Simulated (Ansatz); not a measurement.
# A hypothetical structure for CaV2Cd2

This structure for CaV2Cd2 is made up. Its elements were placed in a known structure type with a cell scaled to their sizes. What cell does the guess relax to, and how far off was it?

Method: DFT, PBE, plane-wave PAW, files of the set soft_1, scalar-relativistic, ferromagnetic start, cell and ions relaxed at zero pressure; PAW set soft_1, in Ansatz 0.2.0.

In doubt: warnings of the run leave room for a lower electronic state, so energies may not be the lowest and differences between runs may mislead.

**1. Set-up**

The structure is trigonal, space group P-3m1 (No. 164). Conventional cell: a = 4.276 Å, b = 4.276 Å, c = 7.214 Å, α = 90.00°, β = 90.00°, γ = 120.00°. Nearest to Cd lie 4 V at 2.64 to 2.87 Å. Nearest to V lie 4 Cd at 2.64 to 2.87 Å and 3 Ca at 3.00 Å. Nearest to Ca lie 6 V at 3.00 Å. Farther neighbours are not listed.

Structure file:

```cif
data_structure
_symmetry_space_group_name_H-M 'P-3m1'
_symmetry_Int_Tables_number 164
_cell_length_a 4.2760
_cell_length_b 4.2760
_cell_length_c 7.2140
_cell_angle_alpha 90.000
_cell_angle_beta 90.000
_cell_angle_gamma 120.000
_cell_volume 114.23
loop_
_atom_site_label
_atom_site_type_symbol
_atom_site_symmetry_multiplicity
_atom_site_Wyckoff_symbol
_atom_site_fract_x
_atom_site_fract_y
_atom_site_fract_z
_atom_site_occupancy
Cd1 Cd 2 d 0.66667 0.33333 0.36540 1
V1 V 2 d 0.66667 0.33333 0.76390 1
Ca1 Ca 1 a 0.00000 0.00000 0.00000 1
```

**2. Relaxation of the guess**

The guessed cell has no reason to be at equilibrium. It is relaxed with the atoms, within the space group of the guess.

File input.yaml:

```yaml
crystal:
  lattice:
    - [4.276, 0.0, 0.0]
    - [-2.138, 3.703124627, 0.0]
    - [0.0, 0.0, 7.214]
  atoms:
    - { symbol: Cd, position: [0.666666667, 0.333333333, 0.3654] }
    - { symbol: Cd, position: [0.333333333, 0.666666667, 0.6346] }
    - { symbol: V, position: [0.666666667, 0.333333333, 0.7639], spin: 2.0 }
    - { symbol: V, position: [0.333333333, 0.666666667, 0.2361], spin: 2.0 }
    - { symbol: Ca, position: [0.0, 0.0, 0.0] }
magnetization:
  spin_polarized: true
kpoints:
  mp_grid: { grid: [7, 7, 4] }
scf:
  occupations: { method: fermi_dirac, width: 0.05 }
hamiltonian:
  xc: pbe
  pseudopotentials: { kind: paw, azcp: { folder: soft_1 } }
relax:
  f_tol: 0.015
  max_steps: 70
  cell: {}
output:
  forces: true
  stress: true
```

Started as:

```console
> ansatz run input.yaml --threads 4 --pin off --max-ram 8192MiB --backend cpu --events-out ev --progress --plain --runs-dir out
```

Numbers of over 12 decimals in the logs are rounded to 6 here.

What it wrote:

```text
Engine: ansatz 0.2.0, aarch64-unknown-linux-gnu
Pseudopotentials: kind: paw
Pseudopotential: Cd, paw, valence charge 20, recommended cutoff 420 eV (normal), soft_1/Cd.paw.azcp
Pseudopotential: V, paw, valence charge 13, recommended cutoff 420 eV (normal), soft_1/V.paw.azcp
Pseudopotential: Ca, paw, valence charge 10, recommended cutoff 420 eV (normal), soft_1/Ca.paw.azcp
Functional definition: PBE
  parameter kappa = 0.804
  parameter beta = 0.066725
  exchange = pbe_x(kappa = kappa, mu = beta*pi^2/3)
  correlation = pbe_c(beta = beta)
Crystal: 5 atoms, lattice volume = 114.231 Å³
Basis set: ecut = 420 eV, 2227 PW (Γ), exchange–correlation on 60×60×100 points (8 copies of the dense FFT grid, shifted against one another)
Bands: 48, of which v1, the nominal top of the filled ones, is band 38 counted from 1 (37 counted from 0)
Symmetry: 12 space group operations
Space group: P-3m1 (ITA 164), of the structure as read, at distance tolerance 4.9e-5 Å
Magnetic group: BNS 164.85 (UNI 1315), of the structure as read, at distance tolerance 4.9e-5 Å
k-points: 28 of 196
Non-local potential: Cd, projectors of the file, l = 0: 3, l = 1: 2, l = 2: 2, l = 3: 1
Non-local potential: V, projectors of the file, l = 0: 3, l = 1: 2, l = 2: 3, l = 3: 1
Non-local potential: Ca, projectors of the file, l = 0: 3, l = 1: 2, l = 2: 2
PAW form: soft (Blöchl's): semilocal exchange-correlation on the pseudo side does not see the compensation charge
PAW one-centre angular grid: Cd, 590 points (default); XC on 64 Gauss nodes
PAW one-centre angular grid: V, 590 points (default); XC on 64 Gauss nodes
PAW one-centre angular grid: Ca, 110 points (default); XC on 64 Gauss nodes
Initial density: superposition of atomic densities (chi_scale 0.1, normalization cell, long waves kept (reshape's long-wave potential 0.05 eV rms))
Starting moments: Σ|m| = 4 μB on 2 of 5 sites
Initial wavefunctions: pseudopotential atomic-orbital guess
Functional: x = pbe(κ = 0.804, μ = 0.219515), c = pbe(β = 0.066725)
SCF iter   1: F=—  HF=-24148.579598 eV  |F-HF|=—  |Δ(HF+E_count)|=         —  Δρ=4.17e-2 (↑4.17e-2 ↓3.81e-2)  dr2=2.94e1  dr2_m=5.90e-2  M=4.466 μB ∫|m|=4.491 μB  β_m=0.30  ethr=3.10e-3  ⟨swp⟩=7.8  Hψ=10497  notcnv=0  defer=1
Mixer restart at iter 1: flushing history
preconditioner: auto → Kerker (q_TF=auto, 2.549 Å⁻¹)  [metal: Δε(μ)=0.011 eV  Ē_g=5.422 eV  σ=0.050 eV  W_gap=0.05  n_scr=34 (ndim 8)  ℏωp=20.8 eV  f_vac=0.005  D(μ)=9.60/eV (n_scr^D=122)]
spin=Collinear: Kerker preconditioning applied to the charge; magnetization (m = ρ↑ − ρ↓) channel mixes plain (no charge-response kernel on spin).
SCF iter   2: F=—  HF=-24145.967566 eV  |F-HF|=—  |Δ(HF+E_count)|=    2.61e0  Δρ=2.47e-2 (↑2.47e-2 ↓1.93e-2)  dr2=1.12e1  dr2_m=7.65e-2  M=4.849 μB ∫|m|=4.877 μB  β_m=0.45  ethr=3.10e-3  ⟨swp⟩=2.6  Hψ=4686  notcnv=0  defer=79
SCF iter   3: F=—  HF=-24145.348741 eV  |F-HF|=—  |Δ(HF+E_count)|=   6.19e-1  Δρ=1.46e-2 (↑1.46e-2 ↓8.12e-3)  dr2=2.24e0  dr2_m=6.30e-2  M=5.290 μB ∫|m|=5.353 μB  β_m=0.61  ethr=3.10e-3  ⟨swp⟩=3.2  Hψ=4725  notcnv=0  defer=67
SCF iter   4: F=—  HF=-24145.353448 eV  |F-HF|=—  |Δ(HF+E_count)|=   4.71e-3  Δρ=1.11e-2 (↑1.11e-2 ↓6.48e-3)  dr2=1.32e-1  dr2_m=6.74e-2  M=6.110 μB ∫|m|=6.202 μB  β_m=0.80  ethr=2.94e-3  ⟨swp⟩=2.8  Hψ=4153  notcnv=0  defer=69
SCF iter   5: F=—  HF=-24145.578899 eV  |F-HF|=—  |Δ(HF+E_count)|=         —  Δρ=1.12e-2 (↑1.12e-2 ↓9.31e-3)  dr2=6.15e-2  dr2_m=1.03e-1  M=7.305 μB ∫|m|=7.365 μB  β_m=0.80  ethr=1.73e-4  ⟨swp⟩=3.0  Hψ=4739  notcnv=0  defer=79
Mixer restart at iter 5: flushing history
SCF iter   6: F=—  HF=-24145.561393 eV  |F-HF|=—  |Δ(HF+E_count)|=   1.75e-2  Δρ=2.61e-3 (↑2.23e-3 ↓2.61e-3)  dr2=8.89e-3  dr2_m=3.43e-3  M=7.393 μB ∫|m|=7.453 μB  β_m=0.87  ethr=8.09e-5  ⟨swp⟩=2.2  Hψ=4193  notcnv=0  defer=79
SCF iter   7: F=—  HF=-24145.568749 eV  |F-HF|=—  |Δ(HF+E_count)|=   7.36e-3  Δρ=1.52e-3 (↑1.52e-3 ↓8.27e-4)  dr2=4.04e-3  dr2_m=9.05e-4  M=7.464 μB ∫|m|=7.525 μB  β_m=0.82  ethr=1.17e-5  ⟨swp⟩=2.0  Hψ=5154  notcnv=0  defer=79
SCF iter   8: F=—  HF=-24145.568347 eV  |F-HF|=—  |Δ(HF+E_count)|=   4.02e-4  Δρ=8.65e-4 (↑8.65e-4 ↓3.24e-4)  dr2=1.49e-3  dr2_m=2.09e-4  M=7.465 μB ∫|m|=7.528 μB  β_m=0.91  ethr=5.31e-6  ⟨swp⟩=2.0  Hψ=4660  notcnv=0  defer=79
SCF iter   9: F=—  HF=-24145.568717 eV  |F-HF|=—  |Δ(HF+E_count)|=   3.70e-4  Δρ=3.78e-4 (↑3.78e-4 ↓3.16e-4)  dr2=5.83e-4  dr2_m=1.75e-5  M=7.478 μB ∫|m|=7.542 μB  β_m=0.78  ethr=1.97e-6  ⟨swp⟩=2.0  Hψ=4381  notcnv=0  defer=79
SCF iter  10: F=—  HF=-24145.568635 eV  |F-HF|=—  |Δ(HF+E_count)|=   8.25e-5  Δρ=2.19e-4 (↑2.19e-4 ↓7.78e-5)  dr2=1.27e-4  dr2_m=1.25e-5  M=7.480 μB ∫|m|=7.545 μB  β_m=0.89  ethr=7.67e-7  ⟨swp⟩=2.0  Hψ=4475  notcnv=0  defer=79
SCF iter  11: F=—  HF=-24145.568659 eV  |F-HF|=—  |Δ(HF+E_count)|=   2.44e-5  Δρ=6.08e-5 (↑6.08e-5 ↓3.34e-5)  dr2=1.80e-5  dr2_m=4.42e-7  M=7.478 μB ∫|m|=7.543 μB  β_m=0.94  ethr=1.67e-7  ⟨swp⟩=2.0  Hψ=3146  notcnv=0  defer=79
SCF iter  12: F=—  HF=-24145.568660 eV  |F-HF|=—  |Δ(HF+E_count)|=   1.32e-6  Δρ=5.76e-5 (↑5.76e-5 ↓1.40e-5)  dr2=4.68e-6  dr2_m=9.79e-7  M=7.476 μB ∫|m|=7.541 μB  β_m=0.97  ethr=2.37e-8  ⟨swp⟩=2.0  Hψ=3168  notcnv=0  defer=79
SCF iter  13: F=—  HF=-24145.568662 eV  |F-HF|=—  |Δ(HF+E_count)|=   1.04e-6  Δρ=1.86e-5 (↑1.86e-5 ↓6.28e-6)  dr2=6.26e-7  dr2_m=9.09e-8  M=7.475 μB ∫|m|=7.541 μB  β_m=0.99  ethr=6.16e-9  ⟨swp⟩=2.0  Hψ=3097  notcnv=0  defer=79
SCF iter  14: F=—  HF=-24145.568662 eV  |F-HF|=—  |Δ(HF+E_count)|=   8.66e-8  Δρ=2.18e-6 (↑2.18e-6 ↓2.04e-6)  dr2=2.29e-8  dr2_m=1.17e-9  M=7.475 μB ∫|m|=7.541 μB  β_m=0.93  ethr=8.24e-10  ⟨swp⟩=2.0  Hψ=3511  notcnv=0  defer=79
SCF iter  15: F=-24145.568662 eV  HF=-24145.568662 eV  |F-HF|=1.18e-8  |Δ(HF+E_count)|=   9.07e-9  Δρ=3.13e-6 (↑3.13e-6 ↓7.55e-7)  dr2=1.69e-8  dr2_m=2.58e-9  M=7.475 μB ∫|m|=7.541 μB  ethr=3.01e-11  ⟨swp⟩=1.1  Hψ=6833  notcnv=0
SCF 1 converged in 15 iterations: F = -24145.568662 eV  dr2 = 1.69e-8
  greatest PAW one-centre occupation: 1.000 electrons in one spin orbital (limit 2), on the Cd atom at site 1 (counted from 0), in its partial waves of l = 0
relax step   1: F+E_penalty+E_count = -24145.56866160 eV  Δ(F+E_penalty+E_count) = +0.000e0 eV  max|allowed force component| = 6.266e-1 eV/Å  Δτ_max = 0.0000 Å  P = +7.674 GPa  Ω = 114.231 Å³  (15 SCF iters, dr2 threshold 1.00e-7 eV, accepted)
Crystal: 5 atoms, lattice volume = 127.434 Å³
Basis set: ecut = 420 eV, 2539 PW (Γ), exchange–correlation on 60×60×100 points (8 copies of the dense FFT grid, shifted against one another)
Initial density: handed on by an earlier stage of this run
[...]
relax step  14: F+E_penalty+E_count = -24147.23641810 eV  Δ(F+E_penalty+E_count) = -9.117e-3 eV  max|allowed force component| = 9.894e-3 eV/Å  Δτ_max = 0.0225 Å  P = +0.214 GPa  Ω = 120.661 Å³  energy of the carried Pulay correction = -4.242e-4 eV  (9 SCF iters, dr2 threshold 5.00e-7 eV, accepted)
relax step  15: F+E_penalty+E_count = -24147.23719378 eV  Δ(F+E_penalty+E_count) = -7.757e-4 eV  max|allowed force component| = 9.273e-3 eV/Å  Δτ_max = 0.0165 Å  P = -0.055 GPa  Ω = 121.747 Å³  energy of the carried Pulay correction = -6.822e-4 eV  (8 SCF iters, dr2 threshold 2.52e-7 eV, accepted)
relax step  16: F+E_penalty+E_count = -24147.23732375 eV  Δ(F+E_penalty+E_count) = -1.300e-4 eV  max|allowed force component| = 3.142e-3 eV/Å  Δτ_max = 0.0085 Å  P = -0.008 GPa  Ω = 121.607 Å³  energy of the carried Pulay correction = -6.479e-4 eV  (8 SCF iters, dr2 threshold 1.58e-8 eV, accepted)
iter 1 solved again at ethr=3.16e-7 eV; its pass at ethr=3.10e-3 eV (dr2=2.40e-4 eV) is discarded
SCF iter   1: F=—  HF=-24147.235747 eV  |F-HF|=—  |Δ(HF+E_count)|=         —  Δρ=2.40e-4 (↑2.40e-4 ↓1.32e-4)  dr2=4.24e-6  dr2_m=3.50e-6  M=6.751 μB ∫|m|=6.879 μB  β_m=0.65  ethr=3.16e-7  ⟨swp⟩=3.0  Hψ=16457  notcnv=0
preconditioner: auto → Kerker (q_TF=auto, 2.223 Å⁻¹)  [metal: Δε(μ)=0.008 eV  Ē_g=9.781 eV  σ=0.050 eV  W_gap=0.04  n_scr=20 (ndim 8)  ℏωp=21.8 eV  f_vac=0.040  D(μ)=6.81/eV (n_scr^D=70)]
spin=Collinear: Kerker preconditioning applied to the charge; magnetization (m = ρ↑ − ρ↓) channel mixes plain (no charge-response kernel on spin).
SCF iter   2: F=—  HF=-24147.237664 eV  |F-HF|=—  |Δ(HF+E_count)|=   1.92e-3  Δρ=8.53e-5 (↑8.53e-5 ↓4.76e-5)  dr2=5.12e-7  dr2_m=4.34e-7  M=6.752 μB ∫|m|=6.879 μB  β_m=0.64  ethr=5.57e-9  ⟨swp⟩=2.1  Hψ=3763  notcnv=0
SCF iter   3: F=—  HF=-24147.237945 eV  |F-HF|=—  |Δ(HF+E_count)|=   2.80e-4  Δρ=6.88e-6 (↑6.88e-6 ↓4.28e-6)  dr2=3.21e-8  dr2_m=4.56e-9  M=6.752 μB ∫|m|=6.879 μB  β_m=0.66  ethr=6.74e-10  ⟨swp⟩=2.2  Hψ=4049  notcnv=0
SCF iter   4: F=—  HF=-24147.237946 eV  |F-HF|=—  |Δ(HF+E_count)|=   1.54e-6  Δρ=2.31e-6 (↑2.31e-6 ↓1.27e-6)  dr2=1.79e-8  dr2_m=1.33e-9  M=6.752 μB ∫|m|=6.879 μB  β_m=0.83  ethr=4.22e-11  ⟨swp⟩=2.5  Hψ=4487  notcnv=0
SCF iter   5: F=—  HF=-24147.237946 eV  |F-HF|=—  |Δ(HF+E_count)|=   8.42e-8  Δρ=1.27e-6 (↑1.27e-6 ↓5.27e-7)  dr2=8.72e-9  dr2_m=3.54e-10  M=6.752 μB ∫|m|=6.879 μB  β_m=0.92  ethr=2.35e-11  ⟨swp⟩=2.3  Hψ=3661  notcnv=0
SCF iter   6: F=—  HF=-24147.237946 eV  |F-HF|=—  |Δ(HF+E_count)|=   1.08e-8  Δρ=1.95e-6 (↑1.95e-6 ↓4.24e-7)  dr2=4.13e-9  dr2_m=1.16e-9  M=6.752 μB ∫|m|=6.879 μB  β_m=0.96  ethr=1.15e-11  ⟨swp⟩=2.3  Hψ=4632  notcnv=0
SCF iter   7: F=—  HF=-24147.237942 eV  |F-HF|=—  |Δ(HF+E_count)|=   4.16e-6  Δρ=3.86e-7 (↑3.86e-7 ↓3.51e-7)  dr2=2.81e-10  dr2_m=5.06e-11  M=6.752 μB ∫|m|=6.879 μB  β_m=0.89  ethr=5.44e-12  ⟨swp⟩=2.9  Hψ=4708  notcnv=0
SCF iter   8: F=—  HF=-24147.237942 eV  |F-HF|=—  |Δ(HF+E_count)|=   3.85e-9  Δρ=2.24e-7 (↑2.24e-7 ↓1.90e-7)  dr2=1.48e-10  dr2_m=2.15e-11  M=6.752 μB ∫|m|=6.879 μB  β_m=0.94  ethr=1.00e-12  ⟨swp⟩=2.0  Hψ=3862  notcnv=0
SCF iter   9: F=—  HF=-24147.237942 eV  |F-HF|=—  |Δ(HF+E_count)|=  8.40e-10  Δρ=1.50e-7 (↑1.50e-7 ↓9.19e-8)  dr2=6.00e-11  dr2_m=1.03e-11  M=6.752 μB ∫|m|=6.879 μB  β_m=0.97  ethr=1.00e-12  ⟨swp⟩=2.0  Hψ=3226  notcnv=0
SCF iter  10: F=—  HF=-24147.237942 eV  |F-HF|=—  |Δ(HF+E_count)|=  6.91e-11  Δρ=7.54e-8 (↑7.54e-8 ↓2.95e-8)  dr2=7.19e-12  dr2_m=2.31e-12  M=6.752 μB ∫|m|=6.879 μB  β_m=0.99  ethr=1.00e-12  ⟨swp⟩=2.0  Hψ=2991  notcnv=0
SCF iter  11: F=-24147.237942 eV  HF=-24147.237942 eV  |F-HF|=7.28e-12  |Δ(HF+E_count)|=  3.64e-11  Δρ=7.80e-8 (↑7.80e-8 ↓1.58e-8)  dr2=1.06e-11  dr2_m=1.88e-12  M=6.752 μB ∫|m|=6.879 μB  ethr=1.00e-12  ⟨swp⟩=2.3  Hψ=7154  notcnv=0
SCF 17 converged in 11 iterations: F = -24147.237942 eV  dr2 = 1.06e-11
relax step  17: F+E_penalty+E_count = -24147.23794203 eV  Δ(F+E_penalty+E_count) = -6.183e-4 eV  max|allowed force component| = 3.158e-3 eV/Å  Δτ_max = 0.0000 Å  P = -0.013 GPa  Ω = 121.607 Å³  stress off target by 1.66e-2 GPa  SCF on the basis re-selected at this cell (its energy is not comparable with the rows above)  (11 SCF iters)
basis re-selected at this cell: Δ(F+E_penalty+E_count) = -6.183e-4 eV, ΔP = -0.005 GPa vs the last step (what re-selecting the basis moved, of the pressure what is left beyond the Pulay correction that the steps carried, after the strain that the cell walked since its last selection, with what the two solves' SCF thresholds leave and, on support functions, any second-order correction that the steps lacked; it is no m [...]
WARN: an SCF from antiferromagnetic starting moments (0.00, 0.00, -2.73, 2.73, 0.00 Bohr magnetons, atom by atom) was not made, by what the run has read of turns of its moments that order reads lower: the deck asks for what bars it, or types moments that do (magnetization.spin_polarized, in the input reference, names some of the keys), or the run goes by scf.lower_state_search: light, the default, which as a rule tries one only behind a close that has lost an order of both signs, or on which an open d or half-filled 4f shell of a PAW file has lost a moment that was set nearer to Hund's than to what is left; [rest of the remark cut]
SCF converged after 11 iterations
Magnetization: 6.7518 μB (41.3759 up, 34.6241 down)
Absolute magnetization: 6.8823 μB (∫|ρ↑−ρ↓|, with the PAW one-centre terms)
Spin contamination: 0.1476 ħ² per cell (⟨S²⟩ above its minimum at these occupations)
Per-site moments (μB) at R_I (Å): [(0.026396, 1.141325), (0.026396, 1.141325), (2.638909, 1.141325), (2.638909, 1.141325), (0.188176, 1.251914)]
Free energy (F): -24147.237942 eV
Harris-Foulkes:  -24147.237942 eV  (|F-HF|=7.28e-12)
Internal energy: -24147.181405 eV  (E = F + TS)
E sigma→0 (E₀):  -24147.209673 eV
Entropy (-TS):   -0.056538 eV (-11.308 meV/atom)
Fermi energy:    10.092893 eV
--- Per-component energies (eV) ---
  E_band       = -1515.757660
  E_kinetic    = 1725.009307
  E_local      = -10792.091476  (includes V_loc(G=0)·N_el)
  E_nonlocal   = 498.449531
  E_hartree    = 4751.414016
  E_xc         = -668.428663
  E_vxc        = -838.300597  (∫ρ·V_xc dr)
  E_paw        = -11315.736120  (= ΣΔE_a)
  E_vpaw       = -1611.655195  (= ΣTr[D̂ρ^β])
  E_aug_tail   = 0.002891  (compensation charges beyond the density's cutoff)
  E_ewald      = -8345.800891
  E_smearing   = -0.056538  (= −TS)
  E_closure    = 0.000000  (closes the sum)
  Σ components = -24147.237942   (vs F -24147.237942, Δ=0.00e0)
--- Forces (eV/Å), atoms counted from 1 ---
  atom   1  Cd    -0.00000000     0.00000000    -0.00315836
  atom   2  Cd     0.00000000    -0.00000000     0.00315836
  atom   3  V     -0.00000000     0.00000000     0.00149568
  atom   4  V      0.00000000    -0.00000000    -0.00149568
  atom   5  Ca     0.00000000    -0.00000000     0.00000000
  max |Σ_I F_I| component: 9.25e-18 eV/Å
--- Stress (GPa, compression-positive) ---
       -0.011314      -0.000000      -0.000000
       -0.000000      -0.011314       0.000000
       -0.000000       0.000000      -0.016615
  P = ⅓ Tr σ = -0.0131 GPa (-0.131 kbar)
--- Relaxed structure (15 steps of the walk, 15 accepted, 2 SCFs on fresh bases) ---
  F+E_penalty+E_count = -24147.23794203 eV   max|allowed force component| = 3.158e-3 eV/Å   (the final SCF, on the basis selected at the relaxed cell)
  cell:  # Å, volume = 121.6069 Å³
    - [5.013601, 0, -2.9122346315114374e-17]
    - [-2.506801, 4.341906, 1.4561173157557193e-17]
    - [-4.913204076365419e-17, 0, 5.586347]
  atoms:
    - { symbol: Cd, position: [0.666667, 0.333333, 0.341417] }
    - { symbol: Cd, position: [0.333333, 0.666667, 0.658583] }
    - { symbol: V, position: [0.666667, 0.333333, 0.836705] }
    - { symbol: V, position: [0.333333, 0.666667, 0.163295] }
    - { symbol: Ca, position: [0, 0, -4.087926128584103e-19] }
```

The job ended after 82 s (4 threads of Arm Neoverse V2, shared host; peak memory 0.64 GiB; 5.2 min of CPU time).

Relaxation path:

| step | energy less that of the first step (eV) | largest force component (eV/Å) | pressure (GPa) | volume (Å³) |
| --- | --- | --- | --- | --- |
| 1 | 0.0000 | 0.6266 | 7.67 | 114.23 |
| 2 | -0.4711 | 0.1834 | 1.14 | 127.43 |
| 3 | -0.6194 | 0.2274 | -0.32 | 130.05 |
| 4 | -0.8510 | 0.3077 | -0.84 | 128.61 |
| 5 | -1.1387 | 0.3442 | -0.75 | 125.14 |
| 6 | -1.4154 | 0.2902 | 0.04 | 120.88 |
| 7 | -1.5978 | 0.0511 | 0.55 | 118.14 |
| 8 | -1.6012 | 0.0475 | 0.46 | 118.27 |
| 9 | -1.6076 | 0.0307 | -0.22 | 119.74 |
| 10 | -1.6090 | 0.0249 | -0.08 | 119.32 |
| 11 | -1.6112 | 0.0167 | 0.07 | 118.57 |
| 12 | -1.6112 | 0.0081 | 0.03 | 118.71 |
| 13* | -1.6586 | 0.0108 | 0.75 | 118.71 |
| 14 | -1.6678 | 0.0099 | 0.21 | 120.66 |
| 15 | -1.6685 | 0.0093 | -0.06 | 121.75 |
| 16 | -1.6687 | 0.0031 | -0.01 | 121.61 |
| 17* | -1.6693 | 0.0032 | -0.01 | 121.61 |

Relaxation steps marked * repeat the geometry before them on a plane-wave basis chosen anew for their cell, so energy and pressure can jump there.

Forces are held to the 12 operations that the run works with; a distortion that breaks them can't arise in this run.

| cell as run | before | after | change |
| --- | --- | --- | --- |
| a (Å) | 4.276 | 5.014 | +17.2 % |
| b (Å) | 4.276 | 5.014 | +17.2 % |
| c (Å) | 7.214 | 5.586 | -22.6 % |
| volume (Å³/atom) | 22.85 | 24.32 | +6.5 % |

The atoms that moved most (Å, as changes of fractional coordinates times the final cell):

| atom | dx | dy | dz | length |
| --- | --- | --- | --- | --- |
| V3 | 0.000 | 0.000 | 0.407 | 0.407 |
| V4 | 0.000 | 0.000 | -0.407 | 0.407 |
| Cd2 | 0.000 | 0.000 | 0.134 | 0.134 |
| Cd1 | 0.000 | 0.000 | -0.134 | 0.134 |

The relaxed structure:

```xyz
5
Lattice="5.0136 0.0000 0.0000 -2.5068 4.3419 0.0000 0.0000 0.0000 5.5863" Properties=species:S:1:pos:R:3 pbc="T T T"
Cd    2.5068    1.4473    1.9073
Cd    0.0000    2.8946    3.6791
V     2.5068    1.4473    4.6741
V     0.0000    2.8946    0.9122
Ca    0.0000    0.0000    0.0000
```

This step gave:

```
free energy             : -24147.2379 eV
energy at zero smearing : -24147.2097 eV
smearing term TS        : 0.05654 eV
Fermi energy            : 10.09 eV
magnetization           : 6.752 μB
absolute magnetization  : 6.882 μB
site moments            : 0.02640, 0.02640, 2.639, 2.639, 0.1882 μB
electrons               : 76
symmetry operations     : 12
pressure                : -0.01308 GPa
```

Site moment by atom:

| atom | site moment (μB) |
| --- | --- |
| Cd1 | 0.03 |
| Cd2 | 0.03 |
| V3 | 2.64 |
| V4 | 2.64 |
| Ca5 | 0.19 |

The shortest distance of each pair, which need not be the same contact before and after:

| pair | guess (Å) | relaxed (Å) |
| --- | --- | --- |
| Cd–V | 2.639 | 2.767 |
| Ca–V | 2.999 | 3.035 |
| Cd–Cd | 3.141 | 3.394 |
| V–V | 4.207 | 3.422 |
| Ca–Cd | 3.612 | 3.466 |

The relaxation ends with a largest force component of 0.0032 eV/Å and a pressure of -0.01 GPa.

**3. What came out**

- space group, relaxed: P-3m1
- conventional cell: a = 5.014, b = 5.014, c = 5.586 Å; α = 90.0°, β = 90.0°, γ = 120.0°
- volume per atom: 24.32 Å³ (guess 22.85)
- total moment: 6.75 μB in the cell of 5 atoms

In words: CaV2Cd2 relaxes to P-3m1 with a = 5.014, b = 5.014 and c = 5.586 Å. The guessed volume was 6 % too small. The space group P-3m1 was held in the relaxation, so the end point is a stationary structure within it and may be a saddle against distortions or other arrangements. The input starts from parallel moments, and no other start was typed. The electronic state may lie above the lowest one. Mesh and cutoff weren't tested. A vector of the cell changed its length by 23 %, so the starting arrangement is largely lost and the mesh was laid for another shape. No dispersion term is used, so weakly bound directions may come out too long. The program estimates, without running it, that another magnetic order lies lower than the one relaxed here. Nothing here tests whether the compound is stable against decomposition.

[Logs are printed without paths, hosts, clocks, repeated set-up lines and the standing remarks that a program may print on its own settings, such as how far it seeks lower states.]

[Hosts, paths, dates, database ids (printed as entryN), source tags and the programs' standing remarks are cut or masked in the printed files.]
